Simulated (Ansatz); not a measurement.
# KLiF3 (built on the sites of a database entry of KAgF3): from the cell to its phonons

Aim: the vibrations of KLiF3 (built on the sites of a database entry of KAgF3), their spectra, and whether the structure is stable.

Main program and level: Ansatz 0.2.0; DFT LDA, scalar-relativistic, plane waves, PAW.

Most raw output is cut from this account.

The structure was built from a prototype and need not be the compound's stable phase.

## (1) Starting point

Symmetry: Cmmm, No. 65, orthorhombic system. The conventional cell has a = 6.051 Å, b = 6.133 Å, c = 4.059 Å, α = 90.00°, β = 90.00°, γ = 90.00°. Nearest to K lie 12 F at 2.96 to 3.07 Å. Nearest to Li lie 6 F at 2.03 to 2.15 Å. F has 2 Li at 2.15 Å and 4 K at 2.96 Å nearest. Nearest to F lie 2 Li at 2.03 Å and 4 K at 3.03 to 3.07 Å. Farther neighbours and most contacts between anions are not listed.

## (2) Coarse relaxation

A rough relaxation comes first, because large forces or stress need no tight tolerances yet.

Input file input.yaml:

```yaml
crystal:
  lattice:
    - [3.02543, -3.06651, 0.0]
    - [3.02543, 3.06651, 0.0]
    - [0.0, 0.0, 4.05934]
  atoms:
    - { symbol: K, position: [0.0, 0.0, 0.5] }
    - { symbol: Li, position: [0.5, 0.5, 0.0] }
    - { symbol: F, position: [0.5, 0.0, 0.0] }
    - { symbol: F, position: [0.0, 0.5, 0.0] }
    - { symbol: F, position: [0.5, 0.5, 0.5] }
kpoints:
  mp_grid: { grid: [6, 6, 6] }
hamiltonian:
  xc: lda
scf:
  occupations: { method: gaussian, width: 0.1 }
output:
  forces: true
  stress: true
  eigenvalues: true
relax:
  adjacent_minimum: "off"
  f_tol: 0.05
  max_steps: 80
  cell: { stress_tol: 0.5 }
```

Run with:

```console
> ansatz run input.yaml --threads 8 --pin off --max-ram 14336MiB --backend cpu --events-out ev --progress --plain --runs-dir out
```

Elapsed: 3 s, on 8 threads of Intel Xeon 6975P-C (Granite Rapids), shared host; peak memory 0.5 GiB.

This run has no spin polarisation although its electron count is odd.

The steps of the relaxation:

```csv
step,energy less that of the first step (eV),largest force component (eV/Å),pressure (GPa),volume (Å³)
1,0.0000,0.0000,-8.17,75.32
2,-0.4654,0.0000,-5.56,65.79
3,-0.6954,0.0000,-0.68,57.47
4,-0.7058,0.0000,0.36,56.32
5*,-0.6827,0.0000,-0.55,56.32
6,-0.6868,0.0000,0.09,55.75
7*,-0.6837,0.0000,0.01,55.75
```

Relaxation steps marked * repeat the geometry before them on a plane-wave basis chosen anew for their cell, so energy and pressure can jump there.

The run keeps the 8 symmetry operations that it works with, so distortions that break them were not tested.

```csv
"conventional cell, symmetrised",before,after,change
a (Å),6.051,5.347,-11.6 %
b (Å),6.133,5.460,-11.0 %
c (Å),4.059,3.820,-5.9 %
volume (Å³/atom),15.06,11.15,-26.0 %
```

This step gave:

```yaml
pressure: 0.007933 GPa
volume_per_atom: 11.15 Å³
gap_on_the_k_mesh: 0 eV
```

In this step the volume went from 15.06 to 11.15 Å³/atom.

## (3) Relaxation

Harmonic phonons are second derivatives at a point where the forces vanish, and they are wanted at zero stress, so atoms and cell are relaxed first.

Input file input.yaml:

```yaml
crystal:
  lattice:
    - [2.6735119925, -2.7299859959, 0.0]
    - [2.6735119925, 2.7299859959, 0.0]
    - [0.0, 0.0, 3.8195320219]
  atoms:
    - { symbol: K, position: [0.0, 0.0, 0.5] }
    - { symbol: Li, position: [0.5, 0.5, 0.0] }
    - { symbol: F, position: [0.5, 0.0, 0.0] }
    - { symbol: F, position: [0.0, 0.5, 0.0] }
    - { symbol: F, position: [0.5, 0.5, 0.5] }
kpoints:
  mp_grid: { grid: [10, 10, 10] }
hamiltonian:
  xc: lda
scf:
  occupations: { method: gaussian, width: 0.1 }
output:
  forces: true
  stress: true
  eigenvalues: true
  write_density: true
  write_potential: true
  elf: true
  volumetric_format: npy
relax:
  adjacent_minimum: "off"
  f_tol: 0.005
  max_steps: 80
  cell: { stress_tol: 0.05 }
```

Run time: 8.8 s. Hardware: 8 threads; peak memory 0.6 GiB.

Relaxation path:

```csv
step,energy less that of the first step (eV),largest force component (eV/Å),pressure (GPa),volume (Å³)
1,0.0000,0.0000,-0.02,55.75
2,-0.0001,0.0000,-0.01,55.75
3,-0.0002,0.0000,0.01,55.73
4*,-0.0001,0.0000,0.01,55.73
5,-0.0001,0.0000,0.01,55.73
6*,-0.0001,0.0000,0.01,55.73
7,-0.0001,0.0000,0.00,55.73
8*,-0.0002,0.0000,0.01,55.73
9,-0.0002,0.0000,0.00,55.73
10*,-0.0003,0.0000,0.00,55.73
```

Relaxation steps marked * repeat the geometry before them on a plane-wave basis chosen anew for their cell, so energy and pressure can jump there.

Forces are held to the 8 operations that the run works with; a distortion that breaks them can't arise in this run.

```csv
"conventional cell, symmetrised",before,after,change
a (Å),5.347,5.281,-1.2 %
b (Å),5.460,5.519,+1.1 %
c (Å),3.820,3.824,+0.1 %
volume (Å³/atom),11.15,11.15,-0.0 %
```

Final coordinates:

```xyz
5
Lattice="2.6404 -2.7596 0.0000 2.6404 2.7596 0.0000 0.0000 0.0000 3.8244" Properties=species:S:1:pos:R:3 pbc="T T T"
K     0.0000    0.0000    1.9122
Li    2.6404    0.0000    0.0000
F     1.3202   -1.3798    0.0000
F     1.3202    1.3798    0.0000
F     2.6404    0.0000    1.9122
```

This step gave:

```
pressure : 0.003455 GPa
```

ELF in the ac plane of the cell as run, not the conventional one, at fractional y = 0.500, with atoms of Li and F within 0.2 Å of it. It is the smooth field of the valence electrons, not physical close to the nuclei.

Values in units of 1e-1, 14 rows by 14 columns, each cell a mean:
```
6.4 7.6 7.9 5.6 1.1 2.6 8.0 8.9 7.0 1.1 2.0 6.8 8.1 7.2
7.9 8.0 7.2 4.1 0.8 0.6 2.7 3.8 2.0 0.3 1.4 5.3 7.7 8.0
7.1 6.6 4.3 1.5 0.5 0.7 1.1 1.1 1.0 0.6 0.5 2.2 5.3 6.8
3.9 3.0 1.2 0.5 1.5 4.1 5.6 6.0 5.4 3.2 1.0 0.6 1.8 3.3
0.9 0.6 0.4 1.2 4.3 7.2 8.0 8.1 7.9 6.5 3.3 0.8 0.4 0.7
0.1 0.2 0.6 3.0 6.6 8.0 7.6 7.0 7.8 7.8 5.7 2.0 0.3 0.2
0.1 0.1 0.9 3.9 7.1 7.9 6.4 5.0 6.9 7.9 6.5 2.8 0.4 0.1
0.1 0.2 0.7 3.3 6.8 8.0 7.2 6.4 7.5 7.8 6.0 2.3 0.3 0.1
0.4 0.3 0.4 1.8 5.3 7.7 8.1 8.0 8.1 7.2 4.2 1.2 0.3 0.3
2.8 2.0 0.8 0.6 2.2 5.3 6.8 7.1 6.6 4.3 1.5 0.5 1.1 2.3
6.5 5.7 3.3 1.0 0.5 1.4 2.0 2.2 1.9 1.0 0.5 1.5 4.2 6.0
7.9 7.8 6.5 3.2 0.6 0.3 1.1 1.7 0.9 0.3 1.0 4.3 7.2 7.8
6.9 7.8 7.9 5.3 1.0 2.0 7.0 8.3 5.8 0.8 1.9 6.6 8.1 7.5
5.0 7.0 8.1 5.9 1.2 3.7 9.0 9.4 8.3 1.7 2.2 7.1 8.0 6.4
```
Columns run along a (3.8 Å), rows up along c (3.8 Å). Atoms in or near the plane, at fractional coordinates: Li at (0.50, 0.00), F at (0.00, 0.00), F at (0.50, 0.50).

Valence density in the ac plane of the cell as run, not the conventional one, at fractional y = 0.500, with atoms of Li and F within 0.2 Å of it. It is the smooth field of the valence electrons, not physical close to the nuclei.

Ten even steps from '0' (0 e/Å³) to '9' (13 e/Å³), each cell a mean:
```
74100024200025
21000000000002
00000000000000
00000000000000
00000011100000
00000146410000
00000279610000
00000257410000
00000023100000
00000000000000
00000000000000
11000000000001
64100023100014
96100146300037
```
Columns run along a (3.8 Å), rows up along c (3.8 Å). Atoms in or near the plane, at fractional coordinates: Li at (0.50, 0.00), F at (0.00, 0.00), F at (0.50, 0.50).

Electrostatic potential energy in the ac plane of the cell as run, not the conventional one, at fractional y = 0.500, with atoms of Li and F within 0.2 Å of it. With pseudopotentials it is smooth inside the atoms' cores, unlike the true potential.

Ten even steps from '0' (-41 eV) to '9' (10 eV), each cell a mean:
```
01598632479840
24899765689974
89999988899999
99999999999999
99999854699999
99999410169999
99998200049999
99999400159999
99999742489999
99999988999999
99999998999999
46999876789985
01698643479941
00498521368820
```
Columns run along a (3.8 Å; values clipped at the 3rd and 97th percentile), rows up along c (3.8 Å). Atoms in or near the plane, at fractional coordinates: Li at (0.50, 0.00), F at (0.00, 0.00), F at (0.50, 0.50).

In this step the volume went from 11.15 to 11.15 Å³/atom.

## (4) Tight relaxation

Phonons need a cell at rest on their own settings, so the relaxation is repeated with tight tolerances on forces and stress on the k mesh and occupations of the first response run.

Input file input.yaml:

```yaml
crystal:
  lattice:
    - [2.6404273125, -2.7595924328, 0.0]
    - [2.6404273125, 2.7595924328, 0.0]
    - [0.0, 0.0, 3.8244290892]
  atoms:
    - { symbol: K, position: [0.0, 0.0, 0.5] }
    - { symbol: Li, position: [0.5, 0.5, 0.0] }
    - { symbol: F, position: [0.5, 0.0, 0.0] }
    - { symbol: F, position: [0.0, 0.5, 0.0] }
    - { symbol: F, position: [0.5, 0.5, 0.5] }
kpoints:
  mp_grid: { grid: [12, 12, 12] }
hamiltonian:
  xc: lda
scf:
  occupations: { method: methfessel_paxton, width: 0.2 }
output:
  forces: true
  stress: true
  eigenvalues: true
relax:
  adjacent_minimum: "off"
  f_tol: 0.001
  max_steps: 60
  cell: { stress_tol: 0.01 }
```

Elapsed: 11 s, on 8 threads; peak memory 0.68 GiB; 81 s of CPU time.

Step by step:

```csv
step,energy less that of the first step (eV),largest force component (eV/Å),pressure (GPa),volume (Å³)
1,0.0000,0.0000,-0.04,55.73
2,-0.0001,0.0000,-0.02,55.71
3,-0.0002,0.0000,0.01,55.69
4,-0.0002,0.0000,0.00,55.70
5*,0.0000,0.0000,-0.01,55.70
6,-0.0001,0.0000,0.00,55.69
7*,0.0000,0.0000,0.00,55.69
8,0.0000,0.0000,0.00,55.69
9*,-0.0001,0.0000,0.00,55.69
```

Relaxation steps marked * repeat the geometry before them on a plane-wave basis chosen anew for their cell, so energy and pressure can jump there.

The run keeps the 8 symmetry operations that it works with, so distortions that break them were not tested.

```csv
"conventional cell, symmetrised",before,after,change
a (Å),5.281,5.270,-0.2 %
b (Å),5.519,5.528,+0.2 %
c (Å),3.824,3.823,-0.0 %
volume (Å³/atom),11.15,11.14,-0.1 %
```

The relaxed structure:

```xyz
5
Lattice="2.6352 -2.7640 0.0000 2.6352 2.7640 0.0000 0.0000 0.0000 3.8230" Properties=species:S:1:pos:R:3 pbc="T T T"
K     0.0000    0.0000    1.9115
Li    2.6352    0.0000    0.0000
F     1.3176   -1.3820    0.0000
F     1.3176    1.3820    0.0000
F     2.6352    0.0000    1.9115
```

This step gave:

```yaml
pressure: 2.58e-4 GPa
volume_per_atom: 11.14 Å³
```

The forces vanish by symmetry and the pressure is 0.000 GPa, within the tolerances set. The cell now holds 11.14 Å³/atom.

## (5) Modes at Γ

The zone centre comes first: it holds the modes that light can see, as far as symmetry allows. No field response is asked, since the mesh shows no gap.

input.yaml, the sections that differ from step 4:

```yaml
crystal:
  lattice:
    - [2.6352098271, -2.7640039222, 0.0]
    - [2.6352098271, 2.7640039222, 0.0]
    - [0.0, 0.0, 3.8230002239]
  atoms:
    - { symbol: K, position: [0.0, 0.0, 0.5] }
    - { symbol: Li, position: [0.5, 0.5, 0.0] }
    - { symbol: F, position: [0.5, 0.0, 0.0] }
    - { symbol: F, position: [0.0, 0.5, 0.0] }
    - { symbol: F, position: [0.5, 0.5, 0.5] }
output:
  eigenvalues: true
phonons:
  method: dfpt
# kpoints, hamiltonian, scf: as in step 4
# relax: removed
```

Run time: 50 s. Hardware: 8 threads; peak memory 2 GiB; 5.7 min of CPU time.

Numbers from this step:

* sum-rule residual before enforcement: 3.42e-5 eV/Å²
* point group: mmm
* highest optical mode at the zone centre (no LO-TO term): 462.0 cm⁻¹
* lowest optical zone-centre mode: 153.2 cm⁻¹

Patterns of degenerate modes are one choice out of their space. The modes at Γ (shares of kinetic energy by element, %):

```csv
mode,frequency (cm⁻¹),symmetry,K %,Li %,F %
1,0.0,acoustic,38,7,55
2,0.0,acoustic,38,7,55
3,0.0,acoustic,38,7,55
4,153.2,B2u,37,2,61
5,176.3,B1u,61,4,36
6,177.1,B2u,24,2,74
7,180.0,B3u,33,2,65
8,182.2,Au,0,0,100
9,206.9,B3u,26,3,71
10,252.7,B2u,1,11,89
11,259.9,B1u,1,12,87
12,269.2,B3u,2,12,86
13,443.7,B3u,0,77,22
14,447.8,B1u,0,78,22
15,462.0,B2u,0,79,21
```

Displacements in mode 4 (153.2 cm⁻¹), the largest set to 1:
```
K1   0.00 -0.63  0.00
Li2  0.00  0.34  0.00
F3   0.41  0.09  0.00
F4  -0.41  0.09  0.00
F5   0.00  1.00  0.00
```

Displacements in mode 6 (177.1 cm⁻¹), the largest set to 1:
```
K1   0.00 -0.69  0.00
Li2  0.00  0.45  0.00
F3  -0.47  1.00  0.00
F4   0.47  1.00  0.00
F5   0.00 -0.74  0.00
```

Before it was imposed, the acoustic sum rule was missed by 3.4e-5 eV/Å². Small misses are needed for a sound result but don't prove that mesh and cutoff are converged. The lowest optical mode is real, 153 cm⁻¹.

## (6) Phonons on a q mesh

Stability and thermal properties need the whole zone. Linear response on a 2×2×2 q mesh gives force constants as far as a supercell of that size would.

input.yaml: that of step 5 with these lines changed.

```diff
@@ -21 +21,10 @@
   method: dfpt
+  qmesh: [2, 2, 2]
+  temperatures: { t_max: 1000, t_step: 50 }
+  qpath:
+    path:
+      - [[0.0, 0.0, 0.0], [-0.5, 0.5, 0.0], [-0.47724435, 0.52275565, 0.0]]
+      - [[0.47724435, 0.47724435, 0.0], [0.0, 0.0, 0.0], [0.0, 0.0, 0.5], [0.47724435, 0.47724435, 0.5]]
+      - [[-0.47724435, 0.52275565, 0.5], [-0.5, 0.5, 0.5], [-0.5, 0.5, 0.0]]
+      - [[0.0, 0.0, 0.0], [0.0, 0.5, 0.0], [0.0, 0.5, 0.5], [0.0, 0.0, 0.5], [-0.5, 0.5, 0.5]]
+    npoints: 10
```

Elapsed: 4.3 min, on 8 threads; peak memory 1.9 GiB; 31 min of CPU time.

This step gave:

| Quantity | Value |
| --- | --- |
| sum-rule residual before enforcement | 3.53e-5 eV/Å² |
| lowest frequency on the path | 0 cm⁻¹ |
| highest frequency on the path or at a solved wavevector | 462 cm⁻¹ |
| mean frequency | 223.5 cm⁻¹ |
| Debye temperature (second moment) | 462 K |
| logarithmic mean frequency | 198.3 cm⁻¹ |
| lowest mode on the q mesh (acoustic modes at Γ apart) | 95.83 cm⁻¹ |
| zero-point energy per atom | 41.56 meV |
| heat capacity at 300 K | 22.34 J/(mol atoms K) |
| vibrational entropy at 300 K | 27.59 J/(mol atoms K) |

Frequencies (cm⁻¹) solved at each irreducible wavevector; negative means imaginary. Frequencies by wavevector, by row:

```csv
q in reciprocal lattice units,star,mode 1,mode 2,mode 3,mode 4,mode 13,mode 14,mode 15
0 0 0,1,0,0,0,153.2,443.7,447.8,462
0 0 -0.5,1,103.3,104.5,111.6,122,380.6,442.5,461.4
0 -0.5 0,2,95.8,98.9,103.7,117.9,387.1,446.9,453.2
0 -0.5 -0.5,2,109.5,115.1,130.7,140.9,363.4,369.6,452.6
-0.5 -0.5 0,1,118,120.5,132.8,136.1,370.5,373.5,446.5
-0.5 -0.5 -0.5,1,117.6,135.3,143.7,146.4,349.9,354.9,361.2
```

Interpolated from a 2×2×2 q mesh, rough between the solved points. The phonon branches at the labelled points (cm⁻¹):

```csv
point,branch 1,branch 2,branch 3,branch 4,branch 12,branch 13,branch 14,branch 15
Γ,0,0,0,153,269,444,448,462
halfway,73,80,133,141,262,412,428,447
Y,118,120,133,136,309,370,374,446
halfway,118,121,133,136,309,371,374,446
C0,118,121,133,135,308,371,374,446
jump to Σ0,118,121,133,135,308,371,374,446
halfway,66,76,108,139,271,420,436,447
Γ,0,0,0,153,269,444,448,462
halfway,47,52,108,152,254,419,443,462
Z,103,104,112,122,258,381,442,461
halfway,113,114,126,127,289,364,416,430
A0,118,135,144,146,345,350,358,362
jump to E0,118,135,144,146,345,350,358,362
halfway,118,135,144,146,347,350,356,362
T,118,135,144,146,348,350,355,361
halfway,121,132,136,140,320,363,367,412
Y,118,120,133,136,309,370,374,446
jump to Γ,0,0,0,153,269,444,448,462
halfway,47,50,108,140,264,423,447,455
S,96,99,104,118,263,387,447,453
halfway,102,111,113,125,279,378,414,453
R,110,115,131,141,308,363,370,453
halfway,111,113,119,130,277,372,418,454
Z,103,104,112,122,258,381,442,461
halfway,112,125,143,144,291,366,407,427
T,118,135,144,146,348,350,355,361
```

Tetrahedra on a 16×16×16 mesh, mean over bins of 5 cm-1. Interpolated from a 2×2×2 q mesh, rough between the solved points. The phonon density of states by wavenumber; read off at these points:

```csv
wavenumber (cm⁻¹),phonon density of states (1/cm⁻¹/cell)
2,2.0e-5
12,4.9e-4
28,0.00251
38,0.00438
52,0.00778
62,0.0106
78,0.0161
88,0.0221
102,0.0449
112,0.0634
128,0.0589
138,0.0844
142,0.0995
152,0.0660
162,0.0825
178,0.0864
188,0.0554
202,0.0520
208,0.0668
212,0.0613
228,0.0888
232,0.0961
238,0.0743
252,0.0187
262,0.0297
278,0.0182
288,0.0139
302,0.00979
312,0.00503
328,0.00147
338,3.8e-4
352,0.00106
362,0.0117
378,0.0313
388,0.0299
402,0.0249
412,0.0251
428,0.0299
438,0.0395
452,0.0457
462,0.00343
```

(Continued in part 2 of 2.)

[Logs are printed without paths, hosts, clocks, repeated set-up lines and the standing remarks that a program may print on its own settings, such as how far it seeks lower states.]

[Hosts, paths, dates, database ids (printed as entryN), source tags and the programs' standing remarks are cut or masked in the printed files.]
